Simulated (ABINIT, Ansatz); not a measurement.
# GaBiSe3 (Pm-3m): zone-centre phonons, part 2 of 4

Wanted: the vibrations of GaBiSe3 (Pm-3m) at Γ, by two programs.

ABINIT 10.8.3; DFT LDA, scalar-relativistic, plane waves, HGH norm-conserving pseudopotentials.

So far. Step 5 (Relaxing the cell and atoms): The volume changes by +1.3 % in this run and stands -11.4 % from the first cell. Step 6 (Self-consistent run for the response): The cell stands at -1.1 GPa: the relaxation ran with a smoothed and higher cutoff, and the difference is a stress of the finite basis. The relaxed cell has a = 4.844 Å (conventional setting).

The structure was built from a prototype and need not be the compound's stable phase.

## Step 7: Zone-centre response

At q = 0 one unit cell holds all displacements. The response is solved for single atoms along the cell's directions, and symmetry skips those that follow from others. The crystal is treated as a metal, which screens a static field, so no field response is asked.

dfpt_gamma.abi

```

# common to the responses
getwfk_filepath "gso_WFK"
kptopt 2
nqpt 1
qpt 0.0 0.0 0.0
asr 0
chneut 0

# displacements
rfphon 1
rfatpol 1 5
rfdir 1 1 1
tolvrs 1.0d-10
prtwf 0

# basis, mesh and filling
ecut 20.0
ixc 7
ngkpt 6 6 6
nshiftk 1
shiftk 0.0 0.0 0.0
istwfk *1
occopt 3
tsmear 0.01
nband 20
nstep 100
diemac 1000000.0
prtebands 0
prtgsr 0

# cell and atoms
acell 3*1.0 Angstrom
rprim 
    4.844235996 0.0 0.0
    0.0 4.844235996 0.0
    0.0 0.0 4.844235996
ntypat 3
znucl 83 31 34
natom 5
typat 1 2 3 3 3
xred 
    0.0 0.0 0.0
    0.5 0.5 0.5
    0.5 0.5 0.0
    0.5 0.0 0.5
    0.0 0.5 0.5
pp_dirpath "./pseudo"
pseudos "Bi.hgh, Ga.hgh, Se.hgh"
```

On the command line:

```
OMP_NUM_THREADS=1 mpirun -n 4 abinit dfpt_gamma.abi > dfpt_gamma.log
```

Numbers of over 12 decimals in the logs are rounded to 6 here.

dfpt_gamma.abo, the main output file:

```text
[banners, grids, parts of the stress and lines that vanish by symmetry left out]
- input  file    -> dfpt_gamma.abi
- output file    -> dfpt_gamma.abo
- root for input  files -> dfpt_gammai
- root for output files -> dfpt_gammao

 Symmetries : space group Pm -3 m (#221); Bravais cP (primitive cubic)
================================================================================
 Values of the parameters that define the memory need of the present run (RF).
     intxc =       0      iscf =       7    lmnmax =       6     lnmax =       6
     mgfft =      40  mpssoang =       3    mqgrid =    3001     natom =       5
  nloc_mem =       1    nspden =       1   nspinor =       1    nsppol =       1
      nsym =      48    n1xccc =       0    ntypat =       3    occopt =       3
   xclevel =       1
-    mband =          20        mffmem =           1         mkmem =          28
-   mkqmem =          28        mk1mem =          28           mpw =        3328
      nfft =       64000          nkpt =         112
- my_mband =          20
================================================================================
================================================================================

--------------------------------------------------------------------------------
------------- Echo of variables that govern the present computation ------------
--------------------------------------------------------------------------------
-
- outvars: echo of selected default values
-   iomode0 =  0 , fftalg0 =312 , wfoptalg0 =  0
-
- outvars: echo of global parameters not present in the input file
-  max_nthreads =    1
-
 -outvars: echo values of preprocessed input variables
 [... echo left out ...]
================================================================================

 chkinp: Checking input parameters for consistency.

[...]
== DATASET  1 ==================================================================
-   mpi_nproc: 4, omp_nthreads: 1 (-1 if OMP is not activated)

--- !DatasetInfo
iteration_state: {dtset: 1, }
dimensions: {natom: 5, nkpt: 112, mband: 20, nsppol: 1, nspinor: 1, nspden: 1, mpw: 3328, }
cutoff_energies: {ecut:  20.0, pawecutdg:  -1.0, }
electrons: {nelect:   2.60000000E+01, charge:   0.00000000E+00, occopt:   3.00000000E+00, tsmear:   1.00000000E-02, }
meta: {optdriver: 1, rfphon: 1, }
...

 mkfilename: getwfk from: gso_WFK

 Exchange-correlation functional for the present dataset will be:
  LDA: Perdew-Wang 92 LSD fit to Ceperley-Alder data - ixc=7
 Citation for XC functional:
  J.P.Perdew and Y.Wang, PRB 45, 13244 (1992)

 Real(R)+Recip(G) space primitive vectors, cartesian coordinates (Bohr,Bohr^-1):
 R(1)=  9.1542793  0.0000000  0.0000000  G(1)=  0.1092385  0.0000000  0.0000000
 R(2)=  0.0000000  9.1542793  0.0000000  G(2)=  0.0000000  0.1092385  0.0000000
 R(3)=  0.0000000  0.0000000  9.1542793  G(3)=  0.0000000  0.0000000  0.1092385
 Unit cell volume ucvol=  7.6713620E+02 bohr^3
 Angles (23,13,12)=  9.00000000E+01  9.00000000E+01  9.00000000E+01 degrees
 setup1 : take into account q-point for computing boxcut.

 getcut: wavevector=  0.0000  0.0000  0.0000  ngfft=  40  40  40
         ecut(hartree)=     20.000   => boxcut(ratio)=   2.17048

--- Pseudopotential description ------------------------------------------------
- pspini: atom type   1  psp file is ./pseudo/Bi.hgh

- pspini: atom type   2  psp file is ./pseudo/Ga.hgh

- pspini: atom type   3  psp file is ./pseudo/Se.hgh

   1.82318639E+03                                ecore*ucvol(ha*bohr**3)
--------------------------------------------------------------------------------

 ==>  initialize data related to q vector <==

 The list of irreducible perturbations for this q vector is:
    1)    idir= 1    ipert=   1
    2)    idir= 1    ipert=   2
    3)    idir= 1    ipert=   3
    4)    idir= 3    ipert=   3

[...]
The perturbation idir=   2  ipert=   1 is
 symmetric of a previously calculated perturbation.
 So, its SCF calculation is not needed.

 The perturbation idir=   3  ipert=   1 is
 symmetric of a previously calculated perturbation.
 So, its SCF calculation is not needed.

 The perturbation idir=   2  ipert=   2 is
 symmetric of a previously calculated perturbation.
 So, its SCF calculation is not needed.

 The perturbation idir=   3  ipert=   2 is
 symmetric of a previously calculated perturbation.
 So, its SCF calculation is not needed.

[...]
The perturbation idir=   2  ipert=   5 is
 symmetric of a previously calculated perturbation.
 So, its SCF calculation is not needed.

 The perturbation idir=   3  ipert=   5 is
 symmetric of a previously calculated perturbation.
 So, its SCF calculation is not needed.

--------------------------------------------------------------------------------
 Perturbation wavevector (in red.coord.)   0.000000  0.000000  0.000000
 Perturbation : displacement of atom   1   along direction   1
 Found     8 symmetries that leave the perturbation invariant.

[...]
dfpt_looppert : total number of electrons, from k and k+q
  fully or partially occupied states are    2.600000E+01 and    2.600000E+01.
 Initialisation of the first-order wave-functions :
  ireadwf=   0

--- !BeginCycle
iteration_state: {dtset: 1, }
solver: {iscf: 7, nstep: 100, nline: 4, wfoptalg: 0, }
tolerances: {tolvrs: 1.00E-10, }
...

     iter   2DEtotal(Ha)        deltaE(Ha) residm    vres2
-ETOT  1   59.438859901743     -9.292E+01 8.743E-01 1.836E+05
 ETOT  2  -1.476241     -6.092E+01 1.442E-01 1.731E+03
 ETOT  3  -2.183299     -7.071E-01 1.649E-02 2.493E+02
 ETOT  4  -2.260646     -7.735E-02 9.076E-04 1.330E+00
 ETOT  5  -2.261072     -4.259E-04 1.726E-04 7.070E-04
[...]
At SCF step   11       vres2   =  1.06E-11 < tolvrs=  1.00E-10 =>converged.
[...]
Mean square residual over all n,k,spin=   11.891E-12; max=  56.365E-10

 Thirteen components of 2nd-order total energy (hartree) are
 1,2,3: 0th-order hamiltonian combined with 1st-order wavefunctions
     kin0=   1.26921142E+02 eigvalue=   3.61049480E+00  local=  -2.58463663E+01
 4,5,6: 1st-order hamiltonian combined with 1st and 0th-order wfs
 loc psp =  -1.81345337E+02  Hartree=   3.22577410E+01     xc=  -1.46687042E+01
 note that "loc psp" includes a xc core correction that could be resolved
 7,8,9: eventually, occupation + non-local contributions
    edocc=   1.39720810E+01     enl0=   1.83741028E+01   enl1=  -1.27895646E+02
 1-9 gives the relaxation energy (to be shifted if some occ is /=2.0)
   erelax=  -1.54620491E+02
 10,11,12 Non-relaxation  contributions : frozen-wavefunctions and Ewald
 fr.local=   4.14481526E+01 fr.nonlo=   6.28656526E+01  Ewald=   4.80456141E+01
 13,14 Frozen wf xc core corrections (1) and (2)
 frxc 1  =   0.00000000E+00  frxc 2 =   0.00000000E+00
 Resulting in :
 2DEtotal=   -0.2261072119E+01 Ha. Also 2DEtotal=   -0.615269067533E+02 eV
    (2DErelax=   -1.5462049138E+02 Ha. 2DEnonrelax=    1.5235941927E+02 Ha)
    (  non-var. 2DEtotal :   -2.2610720867E+00 Ha)

[...]
Perturbation wavevector (in red.coord.)   0.000000  0.000000  0.000000
 Perturbation : displacement of atom   2   along direction   1
 Found     8 symmetries that leave the perturbation invariant.

[...]
dfpt_looppert : total number of electrons, from k and k+q
  fully or partially occupied states are    2.600000E+01 and    2.600000E+01.
 Initialisation of the first-order wave-functions :
  ireadwf=   0

--- !BeginCycle
iteration_state: {dtset: 1, }
solver: {iscf: 7, nstep: 100, nline: 4, wfoptalg: 0, }
tolerances: {tolvrs: 1.00E-10, }
...

     iter   2DEtotal(Ha)        deltaE(Ha) residm    vres2
-ETOT  1   49.552452116439     -2.396E+01 4.952E-01 1.208E+05
[...]
At SCF step   11       vres2   =  1.85E-11 < tolvrs=  1.00E-10 =>converged.
[...]
Mean square residual over all n,k,spin=   22.940E-13; max=  62.259E-11

 Thirteen components of 2nd-order total energy (hartree) are
 1,2,3: 0th-order hamiltonian combined with 1st-order wavefunctions
     kin0=   6.70801611E+01 eigvalue=   1.06099182E+00  local=  -3.01739002E+01
 4,5,6: 1st-order hamiltonian combined with 1st and 0th-order wfs
 loc psp =  -3.61392396E+01  Hartree=   1.69530861E+01     xc=  -6.02231145E+00
 note that "loc psp" includes a xc core correction that could be resolved
 7,8,9: eventually, occupation + non-local contributions
    edocc=   5.67242457E+00     enl0=   1.54025870E+01   enl1=  -1.03806838E+02
 1-9 gives the relaxation energy (to be shifted if some occ is /=2.0)
   erelax=  -6.99730386E+01
 10,11,12 Non-relaxation  contributions : frozen-wavefunctions and Ewald
 fr.local=  -1.76213642E+01 fr.nonlo=   5.95583435E+01  Ewald=   3.15728321E+01
 13,14 Frozen wf xc core corrections (1) and (2)
 frxc 1  =   0.00000000E+00  frxc 2 =   0.00000000E+00
 Resulting in :
 2DEtotal=    0.3536772861E+01 Ha. Also 2DEtotal=    0.962404923980E+02 eV
    (2DErelax=   -6.9973038583E+01 Ha. 2DEnonrelax=    7.3509811445E+01 Ha)
    (  non-var. 2DEtotal :    3.5367727093E+00 Ha)

[...]
Perturbation wavevector (in red.coord.)   0.000000  0.000000  0.000000
 Perturbation : displacement of atom   3   along direction   1
 Found     4 symmetries that leave the perturbation invariant.

[...]
dfpt_looppert : total number of electrons, from k and k+q
  fully or partially occupied states are    2.600000E+01 and    2.600000E+01.
 Initialisation of the first-order wave-functions :
  ireadwf=   0

--- !BeginCycle
iteration_state: {dtset: 1, }
solver: {iscf: 7, nstep: 100, nline: 4, wfoptalg: 0, }
tolerances: {tolvrs: 1.00E-10, }
...

     iter   2DEtotal(Ha)        deltaE(Ha) residm    vres2
-ETOT  1   258.41463346581     -2.288E+02 1.434E+00 6.650E+05
[...]
At SCF step   12       vres2   =  1.35E-12 < tolvrs=  1.00E-10 =>converged.
[...]
Mean square residual over all n,k,spin=   45.858E-13; max=  15.955E-10

 Thirteen components of 2nd-order total energy (hartree) are
 1,2,3: 0th-order hamiltonian combined with 1st-order wavefunctions
     kin0=   4.81842034E+02 eigvalue=   1.06364840E+00  local=  -2.80831655E+02
 4,5,6: 1st-order hamiltonian combined with 1st and 0th-order wfs
 loc psp =  -2.41207814E+02  Hartree=   1.24589384E+02     xc=  -4.41432450E+01
 note that "loc psp" includes a xc core correction that could be resolved
 7,8,9: eventually, occupation + non-local contributions
    edocc=   1.89970502E+01     enl0=   1.86837150E+02   enl1=  -7.35500917E+02
 1-9 gives the relaxation energy (to be shifted if some occ is /=2.0)
   erelax=  -4.88354366E+02
 10,11,12 Non-relaxation  contributions : frozen-wavefunctions and Ewald
 fr.local=   9.53837193E+01 fr.nonlo=   3.69307242E+02  Ewald=   2.24936618E+01
 13,14 Frozen wf xc core corrections (1) and (2)
 frxc 1  =   0.00000000E+00  frxc 2 =   0.00000000E+00
 Resulting in :
 2DEtotal=   -0.1169742266E+01 Ha. Also 2DEtotal=   -0.318303085986E+02 eV
    (2DErelax=   -4.8835436551E+02 Ha. 2DEnonrelax=    4.8718462324E+02 Ha)
    (  non-var. 2DEtotal :   -1.1697421427E+00 Ha)

[...]
Perturbation wavevector (in red.coord.)   0.000000  0.000000  0.000000
 Perturbation : displacement of atom   3   along direction   3
 Found     8 symmetries that leave the perturbation invariant.

--------------------------------------------------------------------------------

--------------------------------------------------------------------------------

 dfpt_looppert : total number of electrons, from k and k+q
  fully or partially occupied states are    2.600000E+01 and    2.600000E+01.
 Initialisation of the first-order wave-functions :
  ireadwf=   0

--- !BeginCycle
iteration_state: {dtset: 1, }
solver: {iscf: 7, nstep: 100, nline: 4, wfoptalg: 0, }
tolerances: {tolvrs: 1.00E-10, }
...

     iter   2DEtotal(Ha)        deltaE(Ha) residm    vres2
-ETOT  1   324.42491436800     -1.804E+02 1.020E+00 7.883E+05
[...]
ETOT 11   9.063957     -4.661E-12 2.712E-09 1.053E-10
 ETOT 12   9.063957     -3.183E-12 3.733E-10 1.368E-12

 At SCF step   12       vres2   =  1.37E-12 < tolvrs=  1.00E-10 =>converged.
[...]
Mean square residual over all n,k,spin=   13.704E-13; max=  37.326E-11

 Thirteen components of 2nd-order total energy (hartree) are
 1,2,3: 0th-order hamiltonian combined with 1st-order wavefunctions
     kin0=   4.68402404E+02 eigvalue=   5.11604863E+00  local=  -2.64862167E+02
 4,5,6: 1st-order hamiltonian combined with 1st and 0th-order wfs
 loc psp =  -2.33715690E+02  Hartree=   1.30734578E+02     xc=  -4.34603479E+01
 note that "loc psp" includes a xc core correction that could be resolved
 7,8,9: eventually, occupation + non-local contributions
    edocc=   2.97935817E+01     enl0=   1.70048121E+02   enl1=  -7.57828748E+02
 1-9 gives the relaxation energy (to be shifted if some occ is /=2.0)
   erelax=  -4.95772219E+02
 10,11,12 Non-relaxation  contributions : frozen-wavefunctions and Ewald
 fr.local=   7.23933759E+00 fr.nonlo=   3.77856342E+02  Ewald=   1.19740496E+02
 13,14 Frozen wf xc core corrections (1) and (2)
 frxc 1  =   0.00000000E+00  frxc 2 =   0.00000000E+00
 Resulting in :
 2DEtotal=    0.9063956567E+01 Ha. Also 2DEtotal=    0.246642823053E+03 eV
    (2DErelax=   -4.9577221931E+02 Ha. 2DEnonrelax=    5.0483617588E+02 Ha)
    (  non-var. 2DEtotal :    9.0639567296E+00 Ha)

[...]
---- first-order wavefunction calculations are completed ----

 ==> Compute Derivative Database <==

 [... matrices left out ...]
  Phonon wavevector (reduced coordinates) :  0.00000  0.00000  0.00000
 Phonon energies in Hartree :
  -4.399420E-04 -4.399420E-04 -4.399420E-04 -3.488974E-04 -3.488974E-04
  -3.488974E-04 -3.746286E-05 -3.746286E-05 -3.746286E-05  1.415845E-05
   1.415845E-05  1.415845E-05  1.065465E-03  1.065465E-03  1.065465E-03
 Phonon frequencies in cm-1    :
- -9.655611E+01 -9.655611E+01 -9.655611E+01 -7.657413E+01 -7.657413E+01
- -7.657413E+01 -8.222146E+00 -8.222146E+00 -8.222146E+00  3.107421E+00
-  3.107421E+00  3.107421E+00  2.338426E+02  2.338426E+02  2.338426E+02

== END DATASET(S) ==============================================================
================================================================================

 -outvars: echo values of variables after computation
            acell      1.8897261259E+00  1.8897261259E+00  1.8897261259E+00 Bohr
           etotal      9.0639565667E+00
            fcart      0.0000000000E+00  0.0000000000E+00  0.0000000000E+00
           strten      0.0000000000E+00  0.0000000000E+00  0.0000000000E+00
================================================================================
```

Wall time 2.3 min (4 MPI ranks of Arm Neoverse V1, shared host); 9.2 min of CPU time.

Read from the output:

- largest acoustic frequency at the zone centre before the sum rule: 3.11 cm⁻¹
- highest optical zone-centre mode (no LO-TO term): 233.8 cm⁻¹
- lowest optical zone-centre mode: -96.56 cm⁻¹

The acoustic modes at Γ come out as far as 3.1 cm⁻¹ from zero, where they should vanish, a small numerical error. The lowest optical mode is imaginary, 97i cm⁻¹, an instability at this level and on this k mesh.

(Continued in part 3 of 4.)

[Host names and launcher messages were left out of these logs when they were recorded.]

[Logs are printed without paths, hosts, clocks, repeated set-up lines and the standing remarks that a program may print on its own settings, such as how far it seeks lower states.]

[Hosts, paths, dates, database ids (printed as entryN), source tags and the programs' standing remarks are cut or masked in the printed files.]
